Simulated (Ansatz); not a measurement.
# Cd2BBrN2: complex band structure, part 3 of 3

A new crystal, Cd2BBrN2: structure, gap and complex bands. It is built by putting Cd for Sr in the Sr2BBrN2 structure of space group R-3m, with the volume rescaled by atomic radii. The parent structure comes from the Materials Project.

Ansatz 0.2.0; LDA DFT, plane waves, PAW files (the session's first sound run).

So far, gap on path (eV): step 3 (band edges) 0.764.

The structure was built from a prototype and need not be the compound's stable phase.

## Step 7: The same cell, other settings: scf.convergence.dr2_threshold = 1e-06

This step: LDA DFT, plane waves, PAW files; complex bands by layer matching along the plane's normal; changed: scf.convergence.dr2_threshold = 1e-06 (Ansatz 0.2.0).

This run repeats an earlier one, its twin (the complex run, plane (101)), with one setting changed (scf.convergence.dr2_threshold; files written aside). It is meant to test whether the numerical route changes the result or only the time. Where the input is shown as a difference, that is against the step before, not the twin.

input.yaml

```yaml
crystal:
  lattice:
    - [3.632763384, 0.0, 0.0]
    - [1.816381692, 8.370569182, 0.0]
    - [1.816381692, -0.394147922, 3.121277746]
  atoms:
    - { symbol: Cd, position: [0.4988889698, 0.7516665453, 0.2505555151] }
    - { symbol: Cd, position: [0.5011110302, 0.2483334547, 0.7494444849] }
    - { symbol: B, position: [0.0, 0.5, 0.5] }
    - { symbol: Br, position: [0.0, 0.0, 0.0] }
    - { symbol: "N", position: [0.1075414458, 0.3386878313, 0.4462292771] }
    - { symbol: "N", position: [0.8924585542, 0.6613121687, 0.5537707229] }
kpoints:
  mp_grid: { grid: [8, 8, 8] }
scf:
  occupations: { method: fixed }
  convergence: { dr2_threshold: 1.0e-06 }
hamiltonian:
  xc: lda
output:
  eigenvalues: true
  transmission:
    leads: [[0, 0]]
    kpoints: [[0.0, 0.0], [0.0, -0.5]]
    e_range: [-1.0, 1.76]
    de: 0.05
```

On the command line:

```
ansatz run input.yaml --threads 2 --pin off --max-ram 4096MiB --backend cpu --events-out ev --progress --plain --runs-dir out
```

Numbers of over 12 decimals in the logs are rounded to 6 here.

The program printed:

```text
[...]
Crystal: 6 atoms, lattice volume = 94.913 Å³
Basis set: ecut = 420 eV, 1833 PW (Γ)
Bands: 36, of which v1, the nominal top of the filled ones, is band 30 counted from 1 (29 counted from 0)
Symmetry: 12 space group operations
[...]
k-points: 65 of 512
[...]
SCF iter   1: F=—  HF=-19828.944410 eV  |F-HF|=—  |Δ(HF+E_count)|=         —  Δρ=1.06e-2  dr2=1.06e-1  ethr=1.77e-3  ⟨swp⟩=5.1  Hψ=7754  notcnv=0  defer=256
[...]
SCF iter   6: F=-19828.913097 eV  HF=-19828.913097 eV  |F-HF|=8.27e-8  |Δ(HF+E_count)|=   1.85e-6  Δρ=2.94e-5  dr2=7.98e-7  ethr=1.67e-9  ⟨swp⟩=8.5  Hψ=9899  notcnv=0
SCF 1 converged in 6 iterations: F = -19828.913097 eV  dr2 = 7.98e-7
[...]
transmission: 5 of 10 steps passed
transmission: 10 of 10 steps passed
SCF converged after 6 iterations
Free energy (F): -19828.913097 eV
[...]
Internal energy: -19828.913097 eV  (E = F + TS)
E sigma→0 (E₀):  -19828.913097 eV
Fermi energy:    8.776491 eV
[...]
--- Band table (eV; the first three rows and the last of 65) ---
  k-point 0: bands = [... 26 lower, 7.7079, 7.7079, 8.6902, 8.6902, 9.5404, 12.5990, 12.9839, 15.9785, ... 2 higher]
  k-point 1: bands = [... 26 lower, 6.9471, 7.4999, 8.2852, 8.6208, 10.2541, 13.0225, 13.3254, 15.3629, ... 2 higher]
  k-point 2: bands = [... 26 lower, 6.5873, 7.0417, 7.3397, 8.4448, 11.5057, 12.3037, 13.7266, 15.4587, ... 2 higher]
  k-point 64: bands = [... 26 lower, 5.7686, 5.8993, 6.1428, 7.5979, 12.1357, 12.5512, 14.0515, 14.6087, ... 2 higher]
--- Transmission ---
  basis      : 269 plane waves across, 5 finite elements along
  points     : 2, as listed
[...]
channels       : 0.000000e0 a spin
[...]
slowest decay  : 0.1531 /Å at (0.0000, 0.0000)
```

Run time: 63 s. Hardware: 2 threads of Arm Neoverse V2, shared host; peak memory 0.75 GiB; 1.7 min of CPU time.

Numbers from this step:

- level to which the leads are filled: 0.3820 eV from the Fermi level
- decay constant at the filling level, zone centre: 0.1531 Å⁻¹
- decay constant at the filling level, slowest listed point: 0.1531 Å⁻¹

K parallel (0, 0); values up to 1.5 1/Å, a degenerate pair printed once or twice; energies at which all values exceed this have no row. The Im kz of the slowest decaying states by energy, zero at the highest filled level on the SCF mesh:

| energy (eV) | decay 1 (Å⁻¹) | decay 2 (Å⁻¹) | decay 3 (Å⁻¹) | decay 4 (Å⁻¹) |
| --- | --- | --- | --- | --- |
| -1.000 | 0.0665 | 0.136 | 0.235 | 0.380 |
| -0.800 | 0.127 | 0.239 | 0.259 | 0.397 |
| -0.600 | 0.150 | 0.162 | 0.237 | 0.327 |
| -0.400 | 0.187 | 0.232 | 0.373 | 0.403 |
| -0.200 | 0.203 | 0.223 | 0.396 | 0.400 |
| 0.000 | 0.117 | 0.201 | 0.217 | 0.294 |
| 0.200 | 0.186 | 0.212 | 0.366 | 0.443 |
| 0.400 | 0.153 | 0.243 | 0.344 | 0.504 |
| 0.600 | 0.106 | 0.266 | 0.319 | 0.549 |
| 0.800 | 0.283 | 0.288 | 0.585 | 0.656 |
| 1.000 | 0.251 | 0.296 | 0.614 | 0.660 |
| 1.200 | 0.205 | 0.305 | 0.638 | 0.664 |
| 1.400 | 0.141 | 0.312 | 0.659 | 0.668 |
| 1.600 | 0.315 | 0.317 | 0.671 | 0.677 |

K parallel (0, 0). The Re kz of states that move upwards by energy, zero at the highest filled level on the SCF mesh:

| energy (eV) | channel 1 (Å⁻¹) | channel 2 (Å⁻¹) |
| --- | --- | --- |
| -1.00 | -0.395 | - |
| -0.95 | -0.383 | - |
| -0.85 | -0.356 | - |
| -0.80 | -0.343 | - |
| -0.70 | -0.315 | - |
| -0.65 | -0.300 | - |
| -0.55 | -0.859 | -0.270 |
| -0.50 | -0.745 | -0.254 |
| -0.40 | -0.591 | -0.219 |
| -0.35 | -0.525 | -0.200 |
| -0.25 | -0.395 | -0.157 |
| -0.20 | -0.323 | -0.130 |
| -0.10 | -0.104 | -0.0423 |
| -0.05 | - | - |
| 0.00 | - | - |
| 0.05 | - | - |
| 0.10 | - | - |
| 0.20 | - | - |
| 0.25 | - | - |
| 0.35 | - | - |
| 0.40 | - | - |
| 0.50 | - | - |
| 0.55 | - | - |
| 0.65 | - | - |
| 0.70 | - | - |
| 0.80 | 0.0515 | - |
| 0.85 | 0.0801 | - |
| 0.95 | 0.119 | - |
| 1.00 | 0.135 | - |
| 1.10 | 0.164 | - |
| 1.15 | 0.177 | - |
| 1.25 | 0.201 | - |
| 1.30 | 0.213 | - |
| 1.40 | 0.235 | - |
| 1.45 | 0.246 | - |
| 1.55 | 0.267 | - |
| 1.60 | -0.948 | 0.277 |
| 1.70 | -0.882 | 0.297 |
| 1.75 | -0.860 | 0.307 |

K parallel (0, -0.5); values up to 1.5 1/Å, a degenerate pair printed once or twice; energies at which all values exceed this have no row. Table of Im kz of the slowest decaying states by energy, zero at the highest filled level on the SCF mesh:

| energy (eV) | decay 1 (Å⁻¹) | decay 2 (Å⁻¹) | decay 3 (Å⁻¹) | decay 4 (Å⁻¹) |
| --- | --- | --- | --- | --- |
| -1.00 | 0.174 | 0.208 | 0.445 | 0.494 |
| -0.90 | 0.207 | 0.450 | 0.539 | 0.697 |
| -0.80 | 0.221 | 0.454 | 0.575 | 0.703 |
| -0.65 | 0.237 | 0.458 | 0.619 | 0.711 |
| -0.55 | 0.246 | 0.459 | 0.644 | 0.717 |
| -0.45 | 0.253 | 0.460 | 0.665 | 0.721 |
| -0.35 | 0.259 | 0.460 | 0.684 | 0.726 |
| -0.25 | 0.264 | 0.459 | 0.702 | 0.73 |
| -0.10 | 0.270 | 0.456 | 0.725 | 0.736 |
| 0.00 | 0.0144 | 0.0233 | 0.273 | 0.454 |
| 0.10 | 0.0980 | 0.182 | 0.274 | 0.451 |
| 0.20 | 0.136 | 0.252 | 0.275 | 0.448 |
| 0.30 | 0.164 | 0.266 | 0.284 | 0.303 |
| 0.45 | 0.196 | 0.252 | 0.294 | 0.361 |
| 0.55 | 0.213 | 0.244 | 0.297 | 0.393 |
| 0.65 | 0.229 | 0.235 | 0.299 | 0.420 |
| 0.75 | 0.226 | 0.241 | 0.300 | 0.419 |
| 0.85 | 0.215 | 0.253 | 0.299 | 0.411 |
| 1.00 | 0.197 | 0.268 | 0.297 | 0.400 |
| 1.10 | 0.182 | 0.276 | 0.294 | 0.391 |
| 1.20 | 0.165 | 0.284 | 0.290 | 0.382 |
| 1.30 | 0.144 | 0.284 | 0.291 | 0.372 |
| 1.40 | 0.118 | 0.278 | 0.296 | 0.361 |
| 1.55 | 0.0505 | 0.266 | 0.303 | 0.342 |
| 1.65 | 0.257 | 0.307 | 0.329 | 0.571 |
| 1.75 | 0.246 | 0.310 | 0.314 | 0.579 |

The least decay constant is 0.153 Å⁻¹ against 0.153 Å⁻¹ in the twin: no change within 1 %.

## Step 8: What came out

| Item | Value |
| --- | --- |
| band gap | 0.764 eV |
| least decay constant at mid-gap, normal to (101) | 0.153 Å⁻¹ |
| least decay constant at mid-gap, normal to (001) | 0.178 Å⁻¹ |

With LDA, the slowest decay at the wavevectors tried is κ = 0.153 Å⁻¹, normal to (101). Through such a film the transmission near mid-gap falls as exp(−2κd), a factor of ten every 7.5 Å. The decay depends on direction: 1.2 times faster normal to (001). A free electron under a barrier of half the gap would need a mass of 0.23 mₑ to decay at this rate. The compound is made up by substitution; its stability against other phases and against distortions of the cell's symmetry was not tested. A semilocal functional narrows gaps, so real decay constants are likely larger.

[Logs are printed without paths, hosts, clocks, repeated set-up lines and the standing remarks that a program may print on its own settings, such as how far it seeks lower states.]

[Hosts, paths, dates, database ids (printed as entryN), source tags and the programs' standing remarks are cut or masked in the printed files.]
